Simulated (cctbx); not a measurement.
## Which space group?

Cell: a = 7.4620 Å, b = 7.4620 Å, c = 10.9280 Å, α = 90.00°, β = 90.00°, γ = 90.00°. Expected content of the cell: Te16 Ga3 Cu1 Cr8.

Simulated single-crystal data (cctbx): Mo Kα, λ = 0.71073 Å, to d = 0.6 Å, 80 % of the full sphere, strongest reflection 70000 counts, noise from counting, a 6 % proportional error and a noise floor of 4 counts (s.d.); no absorption, some extinction.

Tests on the unmerged data give:

```text
9428 reflections to d = 0.600 A
centring   violations  <I/sigma> of those
    A       4088 of  4732     10.0
    B       4101 of  4760     10.0
    C       4175 of  4706     10.6
    I       3943 of  4675      8.3
    R       5568 of  6293     10.4
    F       6182 of  7099     10.2
Laue class    unique    Rint  (classes that these axes allow; Friedel mates merged)
P -1             5642   0.039
P 1 2/m 1        3111   0.044
P 1 1 2/m        3057   0.044
P 2/m 1 1        3113   0.043
P m m m          1720   0.047
P 4/m            1546   0.048
P 4/m m m         929   0.049
space group    extra absences  I>4sigma  <I/sigma>
P 4 2 2                 0          0         -  acentric
P 4 m m                 0          0         -  acentric
P -4 2 m                0          0         -  acentric
P -4 m 2                0          0         -  acentric
P 4/m m m               0          0         -  centric
Wilson B = 0.38 A^2   <|E^2-1|> = 1.051 (0.968 centric, 0.736 acentric)   E^2>4: 5.3 %
shell (A)         n   <I/sigma>
10.93 - 1.20    141     26.0
 1.20 - 0.95    118     29.6
 0.95 - 0.83    115     31.7
 0.83 - 0.76    116     31.0
 0.76 - 0.70    113     29.6
 0.70 - 0.66    104     30.2
 0.66 - 0.63    110     29.6
 0.63 - 0.60    112     32.6
```

**Question.** What are the lattice type, the Laue class and the likely space group?

Every centring test has many violations, so the lattice is primitive.

Rint stays low (0.039 to 0.049) up to P 4/m m m, the highest class in these axes.

5 settings pass the absence test. No glide or screw absences show, which leaves P 4 2 2, P 4 m m, P -4 2 m, P -4 m 2 and P 4/m m m.

⟨|E²−1|⟩ = 1.051 leans to a centrosymmetric structure. Here that hint misleads: the statistic assumes many like atoms on general positions, and few, heavy or special-position atoms break it. The Wilson B of 0.38 Å² means U ≈ 0.0048 Å².

The true group is P-4m2 (no. 115), Laue class 4/mmm, non-centrosymmetric. The tables only narrow the choice to the tied entries; cell content, site symmetry and trial solutions must settle it.

This is a model crystal, built by substitution and not relaxed, with assumed displacement parameters.

[Logs are printed without paths, hosts, clocks, repeated set-up lines and the standing remarks that a program may print on its own settings, such as how far it seeks lower states.]
